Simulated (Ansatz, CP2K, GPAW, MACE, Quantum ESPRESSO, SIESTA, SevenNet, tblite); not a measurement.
**Running random packing of Nb14Si86 (at. %) (102 atoms) with Quantum ESPRESSO**

Wanted: Quantum ESPRESSO inputs and outputs for random packing of Nb14Si86 (at. %) (102 atoms), checked against a plane-wave reference.

Calculated with Quantum ESPRESSO 7.5; the method is named at each step.

### 1. The structure

The cell holds 102 atoms: 14 Nb and 88 Si. Cell: a = 12.543 Å, b = 12.543 Å, c = 12.543 Å, α = 90.0°, β = 90.0°, γ = 90.0°. 102 atoms (14 Nb, 88 Si) packed at random in a cube at 3.17 g/cm³ and pushed apart as soft spheres; a start for melting by ab initio MD, not an equilibrated structure. Then every atom was moved at random, 0.05 Å r.m.s. a Cartesian component.

The yardstick, on the same geometry:

| Property | Result |
| --- | --- |
| method | Kohn-Sham DFT, PBE, PAW, plane waves (Ansatz 0.2.0); cutoff 420 eV, Γ point, fermi-dirac smearing of 0.05 eV; PAW set soft_2 |
| r.m.s. force component | 1.424 eV/Å |
| longest force | 7.005 eV/Å |
| pressure | -1.475 GPa |
| SCF cycles | 9 |
| time | 29 s on 4 threads of Arm Neoverse V2, shared host |
| CPU time | 1.9 min |

### 2. PBE, sssp-1.3.0-efficiency, 45/360 Ry

Method: Kohn-Sham DFT, PBE, SSSP efficiency 1.3.0 pseudopotentials, plane waves.

File pw.in:

```
&control
  calculation = 'scf'
  pseudo_dir = './pseudo'
  outdir = './tmp'
  disk_io = 'none'
  tprnfor = .true.
  tstress = .true.
/
&system
  ibrav = 0
  nat = 102
  ntyp = 2
  ecutwfc = 45
  ecutrho = 360
  nosym = .true.
  occupations = 'smearing'
  smearing = 'fd'
  degauss = 0.003675
/
&electrons
  conv_thr = 5.1e-07
  electron_maxstep = 100
  mixing_beta = 0.2
  mixing_mode = 'local-TF'
  diagonalization = 'david'
/
ATOMIC_SPECIES
Nb 92.906 Nb.upf
Si 28.085 Si.upf
CELL_PARAMETERS angstrom
12.54330 0.00000 0.00000
0.00000 12.54330 0.00000
0.00000 0.00000 12.54330
ATOMIC_POSITIONS crystal
Nb 0.84895 0.37122 0.19715
Nb 0.23403 0.28412 0.12814
Nb 0.78500 0.58693 0.73828
Nb 0.81591 0.42663 0.90169
Nb 0.08635 0.12444 0.73193
Nb 0.37334 0.82382 0.56266
Nb 0.21620 0.95631 0.62198
Nb 0.52201 0.68192 0.44088
Nb 0.80440 0.73522 0.95961
Nb 0.10388 0.62329 0.42946
Nb 0.95480 0.67727 0.82306
Nb 0.24101 0.47480 0.57987
Nb 0.91376 0.15133 0.61864
Nb 0.59197 0.29252 0.04362
Si 0.41473 0.58806 0.60254
Si 0.88730 0.14238 0.86201
Si 0.57673 0.54288 0.28365
Si 0.17097 0.46338 0.19650
Si 0.00857 0.47160 0.88657
Si 0.60559 0.77074 0.90414
Si 0.83308 0.98608 0.98214
Si 0.76536 0.82230 0.14723
Si 0.41141 0.06943 0.40719
Si 0.70368 0.12316 0.96163
Si 0.00370 0.46041 0.09417
Si 0.69349 0.84950 0.52784
Si 0.37179 0.92335 0.04017
Si 0.45117 0.21778 0.81659
Si 0.00283 0.85967 0.02136
Si 0.30623 0.65825 0.42918
Si 0.39536 0.08528 0.62149
Si 0.27772 0.77152 0.83258
Si 0.86219 0.91782 0.44110
Si 0.46035 0.00073 0.77899
Si 0.42541 0.85355 0.33378
Si 0.16392 0.75043 0.57970
Si 0.64101 0.68144 0.09184
Si 0.53500 0.70260 0.21859
Si 0.96360 0.26239 0.35154
Si 0.78390 0.32313 0.67613
Si 0.23151 0.18351 0.59222
Si 0.70150 0.52102 0.13374
Si 0.57230 0.15638 0.67266
Si 0.24140 0.08357 0.03734
Si 0.28058 0.71055 0.06776
Si 0.75464 0.04052 0.20438
Si 0.09085 0.55647 0.70905
Si 0.42545 0.39569 0.10914
Si 0.47586 0.57061 0.85148
Si 0.65180 0.54502 0.57021
Si 0.57639 0.43791 0.73589
Si 0.64595 0.03494 0.33766
Si 0.12059 0.16457 0.28938
Si 0.37439 0.33853 0.69059
Si 0.58918 0.96416 0.13615
Si 0.61284 0.38539 0.45069
[... 42 atom lines left out ...]
Si 0.81852 0.21227 0.07241
Si 0.38737 0.46076 0.95322
Si 0.87420 0.79582 0.29524
Si 0.10465 0.81213 0.86786
K_POINTS gamma
```

Command:

```console
> OMP_NUM_THREADS=1 mpirun -np 4 pw.x -in pw.in > output.txt
```

Log:

```text
Program PWSCF
     gamma-point specific algorithms are used
     one sub-group per band group will be used
     scalapack distributed-memory algorithm (size of sub-group:  2*  2 procs)
     Parallelization info
     sticks:   dense  smooth     PW     G-vecs:    dense   smooth      PW
     Min        4024    2013    503               383988   135789   16928
     Max        4026    2018    506               383994   135792   16930
     Sum       16101    8061   2017              1535963   543161   67715
     bravais-lattice index     =            0
     lattice parameter (alat)  =      23.7034  a.u.
     unit-cell volume          =   13317.7859 (a.u.)^3
     number of atoms/cell      =          102
     number of atomic types    =            2
     number of electrons       =       534.00
     number of Kohn-Sham states=          320
     kinetic-energy cutoff     =      45.0000  Ry
     charge density cutoff     =     360.0000  Ry
     scf convergence threshold =      5.1E-07
     mixing beta               =       0.2000
     number of iterations used =            8  local-TF  mixing
     Exchange-correlation= PBE
                           (   1   4   3   4   0   0   0)
     crystal axes: (cart. coord. in units of alat)
               a(1) = (   1.000000   0.000000   0.000000 )
               a(2) = (   0.000000   1.000000   0.000000 )
               a(3) = (   0.000000   0.000000   1.000000 )
     reciprocal axes: (cart. coord. in units 2 pi/alat)
               b(1) = (  1.000000  0.000000  0.000000 )
               b(2) = (  0.000000  1.000000  0.000000 )
               b(3) = (  0.000000  0.000000  1.000000 )
     PseudoPot. # 1 for Nb:
     Pseudo is Projector augmented-wave + core cor, Zval = 13.0
     PseudoPot. # 2 for Si:
     Pseudo is Ultrasoft + core correction, Zval =  4.0
     atomic species   valence    mass     pseudopotential
     Nb               13.00    92.90600     Nb( 1.00)
     Si                4.00    28.08500     Si( 1.00)
     No symmetry found
   Cartesian axes
     number of k points=     1  Fermi-Dirac smearing, width (Ry)=  0.0037
                       cart. coord. in units 2pi/alat
        k(    1) = (   0.0000000   0.0000000   0.0000000), wk =   2.0000000
     Dense  grid:   767982 G-vectors     FFT dimensions: ( 144, 144, 144)
     Smooth grid:   271581 G-vectors     FFT dimensions: ( 108, 108, 108)
     Check: negative core charge=   -0.000002
     Initial potential from superposition of free atoms
     starting charge     533.9211, renormalised to     534.0000
     Starting wfcs are  492 randomized atomic wfcs
     Self-consistent Calculation
     iteration #  1     ecut=    45.00 Ry     beta= 0.20
     total energy              =   -5680.19116448 Ry
     estimated scf accuracy    <       9.88731135 Ry
     iteration #  2     ecut=    45.00 Ry     beta= 0.20
     total energy              =   -5678.36159043 Ry
     estimated scf accuracy    <       6.87936763 Ry
     iteration #  3     ecut=    45.00 Ry     beta= 0.20
     total energy              =   -5679.34608199 Ry
     estimated scf accuracy    <       1.96506095 Ry
     iteration #  4     ecut=    45.00 Ry     beta= 0.20
     total energy              =   -5679.49243704 Ry
     estimated scf accuracy    <       0.99928505 Ry
     iteration #  5     ecut=    45.00 Ry     beta= 0.20
     total energy              =   -5679.29589838 Ry
     estimated scf accuracy    <       0.91331190 Ry
     iteration #  6     ecut=    45.00 Ry     beta= 0.20
     total energy              =   -5679.39243340 Ry
     estimated scf accuracy    <       0.04437663 Ry
[...]
c_bands:  3 eigenvalues not converged
[...]
c_bands:  1 eigenvalues not converged
[...]
total energy              =   -5679.41324304 Ry
[...]
iteration # 18     ecut=    45.00 Ry     beta= 0.20
     total energy              =   -5679.41324316 Ry
     estimated scf accuracy    <       0.00000310 Ry
     iteration # 19     ecut=    45.00 Ry     beta= 0.20
     total energy              =   -5679.41324372 Ry
     estimated scf accuracy    <       0.00000145 Ry
     iteration # 20     ecut=    45.00 Ry     beta= 0.20
     End of self-consistent calculation
          k = 0.0000 0.0000 0.0000 ( 33858 PWs)   bands (ev):
   -47.2124 -47.0661 -46.9777 -46.9597 -46.9485 -46.9099 -46.9009 -46.8680
   -46.8618 -46.8425 -46.8298 -46.7659 -46.5335 -46.5252 -23.3595 -23.3474
   -23.3048 -23.2871 -23.2839 -23.2760 -23.2575 -23.1771 -23.1504 -23.1190
   -23.1014 -23.0914 -23.0758 -23.0587 -23.0436 -23.0326 -23.0313 -23.0212
   -23.0185 -23.0087 -22.9953 -22.9856 -22.9840 -22.9687 -22.9582 -22.9269
   -22.9215 -22.9202 -22.9140 -22.9077 -22.8961 -22.8856 -22.8321 -22.8112
[...]
9.1300   9.1579   9.2081   9.2352   9.2693   9.2867   9.3182   9.3558
     9.3890   9.4021   9.4470   9.4863   9.5331   9.5480   9.5730   9.5861
     9.6524   9.6829   9.6925   9.7029   9.7166   9.7285   9.8180   9.8341
     the Fermi energy is     8.1658 ev
!    total energy              =   -5679.41324345 Ry
     estimated scf accuracy    <       0.00000040 Ry
     smearing contrib. (-TS)   =      -0.03737724 Ry
     internal energy E=F+TS    =   -5679.37586621 Ry
     The total energy is F=E-TS. E is the sum of the following terms:
     one-electron contribution =    -835.89717922 Ry
     hartree contribution      =     647.94362790 Ry
     xc contribution           =    -941.94708788 Ry
     ewald contribution        =   -1630.67001805 Ry
     one-center paw contrib.   =   -2918.80520896 Ry
     convergence has been achieved in  20 iterations
     Forces acting on atoms (cartesian axes, Ry/au):
     atom    1 type  1   force =    -0.01545072    0.01103356    0.03919040
     atom    2 type  1   force =     0.07527535   -0.04026034    0.00900372
     atom    3 type  1   force =    -0.02708877   -0.02583871   -0.01203393
     atom    4 type  1   force =    -0.06353682    0.04077800    0.01526118
     atom    5 type  1   force =     0.01517522    0.01982961    0.02834971
     atom    6 type  1   force =     0.01460419   -0.03177834    0.00157795
[...]
atom  100 type  2   force =    -0.10590077   -0.06729762   -0.10597920
     atom  101 type  2   force =     0.08311063   -0.00103616   -0.02125400
     atom  102 type  2   force =    -0.00476736   -0.00772603   -0.05179330
     Total force =     0.972510     Total SCF correction =     0.001221
     Computing stress (Cartesian axis) and pressure
          total   stress  (Ry/bohr**3)                   (kbar)     P=      -15.23
  -0.00002525   0.00001771  -0.00003873           -3.71        2.61       -5.70
   0.00001771  -0.00020543   0.00000324            2.61      -30.22        0.48
  -0.00003873   0.00000324  -0.00007982           -5.70        0.48      -11.74
     Message from routine punch:
     Nothing written, as per user request (disk_io='none')
```

Elapsed: 7.9 min, on 4 MPI ranks of Arm Neoverse V2, shared host; peak memory 6.8 GiB.

Banners, paths, timers and routine set-up lines are dropped from the logs unmarked, and long logs keep their key lines alone; longer cuts are marked.

Compared with the plane-wave run:

```yaml
r_m_s_force_component: 1.429 eV/Å
r_m_s_difference_of_force_components: 5.812 meV/Å
longest_difference_of_force_vectors: 33.16 meV/Å
force_difference_over_r_m_s_force: 0.4081 %
slope_of_forces_against_the_reference_s: 1.004
correlation_of_force_components: 1
pressure: -1.522 GPa
pressure_difference: -0.0474 GPa
```

Length of the force difference by element (eV/Å):

```
element  atoms    mean   most
     Nb     14  0.0098  0.019
     Si     88  0.0078  0.033
```

The surroundings of Si56, which bears the longest force, nearest first, numbered as they follow in the input and with coordinates relative to it.

```
atom      x      y      z  distance (Å)     Fx     Fy  Fz (eV/Å)
Si56   0.00   0.00   0.00          0.00  -1.67   6.31      -2.63
Si57  -1.08  -1.39   1.07          2.06  -5.49  -1.76       2.15
Si73   1.03  -1.75   0.66          2.14   3.65  -3.75       1.14
Si65   2.10  -0.06  -0.55          2.17   2.85   0.78      -1.15
Si50   0.49   2.00   1.50          2.55  -0.56   0.38       0.39
Si70  -2.63   0.70  -0.08          2.72   0.49   1.15       0.42
Si17  -0.45   1.98  -2.10          2.92   0.14  -1.60       1.32
Si89  -1.25  -1.80  -2.61          3.41  -0.28  -0.04      -0.28
Si40   2.15  -0.78   2.83          3.63   0.47   0.36       0.86
Si86  -3.27  -1.30  -1.01          3.66   3.12  -1.51      -2.94
Si51  -0.46   0.66   3.58          3.67  -0.07   0.48      -0.76
Si59   2.26   2.39  -1.70          3.70   1.02  -1.87      -0.16
Si62   2.02  -2.45  -1.93          3.72   0.12   1.84       0.72
```

Forces lie 0.41 % from the reference's, at 17 times its CPU time.

### 3. PBE, sssp-1.3.0-efficiency, 30/240 Ry

Method: Kohn-Sham DFT, PBE, SSSP efficiency 1.3.0 pseudopotentials, plane waves.

Changes to pw.in since step 2:

```diff
@@ -12,4 +12,4 @@
   ntyp = 2
-  ecutwfc = 45
-  ecutrho = 360
+  ecutwfc = 30
+  ecutrho = 240
   nosym = .true.
```

Log:

```text
[banner, memory and clock lines left out]
Program PWSCF
     gamma-point specific algorithms are used
     one sub-group per band group will be used
     bravais-lattice index     =            0
[... lines left out ...]
     total energy              =   -5678.18990629 Ry
[... lines left out ...]
     total energy              =   -5679.20457457 Ry
[... lines left out ...]
     c_bands:  4 eigenvalues not converged
[... lines left out ...]
     c_bands:  1 eigenvalues not converged
[... lines left out ...]
     total energy              =   -5679.27298246 Ry
[... lines left out ...]
     total energy              =   -5679.27298285 Ry
[... lines left out ...]
     the Fermi energy is     8.1683 ev
!    total energy              =   -5679.27298293 Ry
[... lines left out ...]
     smearing contrib. (-TS)   =      -0.03735993 Ry
     internal energy E=F+TS    =   -5679.23562301 Ry
     The total energy is F=E-TS. E is the sum of the following terms:
     one-electron contribution =    -835.57274248 Ry
     hartree contribution      =     647.57176178 Ry
     xc contribution           =    -941.84500164 Ry
     ewald contribution        =   -1630.67001805 Ry
     one-center paw contrib.   =   -2918.71962262 Ry
     convergence has been achieved in  20 iterations
     Forces acting on atoms (cartesian axes, Ry/au):
     atom    1 type  1   force =    -0.01536926    0.01110894    0.03990178
     atom    2 type  1   force =     0.07564475   -0.04053391    0.00891204
     atom    3 type  1   force =    -0.02877455   -0.02776191   -0.01216041
[...]
atom  101 type  2   force =     0.08308888   -0.00105182   -0.02123061
     atom  102 type  2   force =    -0.00467069   -0.00766123   -0.05177382
     Total force =     0.973440     Total SCF correction =     0.000740
     Computing stress (Cartesian axis) and pressure
          total   stress  (Ry/bohr**3)                   (kbar)     P=      -24.09
  -0.00008579   0.00001795  -0.00003857          -12.62        2.64       -5.67
   0.00001795  -0.00026556   0.00000312            2.64      -39.07        0.46
  -0.00003857   0.00000312  -0.00013992           -5.67        0.46      -20.58
     Message from routine punch:
     Nothing written, as per user request (disk_io='none')
```

Elapsed: 4.5 min, on 4 MPI ranks; peak memory 3.7 GiB.

Compared with the plane-wave run:

| Quantity | Value |
| --- | --- |
| r.m.s. force component | 1.431 eV/Å |
| r.m.s. difference of force components | 13.73 meV/Å |
| longest difference of force vectors | 95.67 meV/Å |
| force difference over r.m.s. force | 0.964 % |
| slope of forces against the reference's | 1.004 |
| correlation of force components | 1 |
| pressure | -2.409 GPa |
| pressure difference | -0.9341 GPa |
| energy less the same-level run's | 18.71 meV/atom |
| r.m.s. force difference from the same-level run | 10.69 meV/Å |

This is a coarse setting, run to see what it loses.

Against the first run (0.41 %), the force difference from the reference is 0.96 %, at 0.57 times the CPU time: the cutoff matters here.

The difference per atom is largest on Nb (0.050 eV/Å on average, against 0.0091 on Si).

### 4. All runs compared

Differences are against the plane-wave reference, forces as r.m.s. over components; share is that over the reference's r.m.s. force, slope the least-squares factor from reference forces to these. Total energies of different programs have different zeros and aren't compared.

```
                                              run  Δ force, r.m.s. (meV/Å)  share (%)  slope  Δ pressure (GPa)  cores  CPU time  memory (GiB)
                                        reference                        -          -      -                 -      4   1.9 min           2.4
         QE PBE, sssp-1.3.0-efficiency, 45/360 Ry                     5.81      0.408  1.004           -0.0474      4    31 min           6.8
QE PBE, sssp-1.3.0-efficiency, 30/240 Ry (coarse)                     13.7      0.964  1.004            -0.934      4    18 min           3.7
```

Rows marked coarse were listed beforehand as settings not expected to be converged; some can still land near the reference.

CPU time is summed over cores on a shared host, where runs went side by side, so it is rough. Symmetry, cutoffs, thresholds, outputs and thread counts weren't matched or tuned between programs; memory under MPI is the largest rank's times the ranks.

Within one program, basis, potentials and functional, energies share a zero. Each run against its twin at the usual cutoff or grid and solver:

```
                                     run                              twin  Δ energy (meV/atom)  Δ force, r.m.s. (meV/Å)  CPU time over the twin's
QE PBE, sssp-1.3.0-efficiency, 30/240 Ry  sssp-1.3.0-efficiency, 45/360 Ry                 18.7                     10.7                      0.57
```

### 5. Results

- nearest in forces: QE PBE, sssp-1.3.0-efficiency, 45/360 Ry, 0.41 %
- its CPU time: 31 min

In words: PBE on plane waves or a grid with other potentials, cutoffs or grids, coarse settings apart, differs from the reference by 0.41 % (QE PBE, sssp-1.3.0-efficiency, 45/360 Ry) of the r.m.s. force; this holds the reference's own error, so differences of a few per cent don't tell which side is nearer the exact PBE result (QE's 45 Ry are 612 eV, against the reference's 420 eV). Runs with settings chosen to be coarse differ by 0.96 % (QE PBE, sssp-1.3.0-efficiency, 30/240 Ry), their programs' other errors included. None of the electronic-structure runs in the table takes under half the reference's CPU time of 1.9 min; they take 9.7 to 17 times as much. The electronic-structure runs sample only Γ, in a cell whose shortest periodic width is 13 Å, which is coarse for a cell with partly filled levels.

[Also dropped from logs without a mark: logging warnings of Python, and SIESTA's first energy breakdown and zero terms.]

[Logs are printed without paths, hosts, clocks, repeated set-up lines and the standing remarks that a program may print on its own settings, such as how far it seeks lower states.]

[Hosts, paths, dates, database ids (printed as entryN), source tags and the programs' standing remarks are cut or masked in the printed files.]
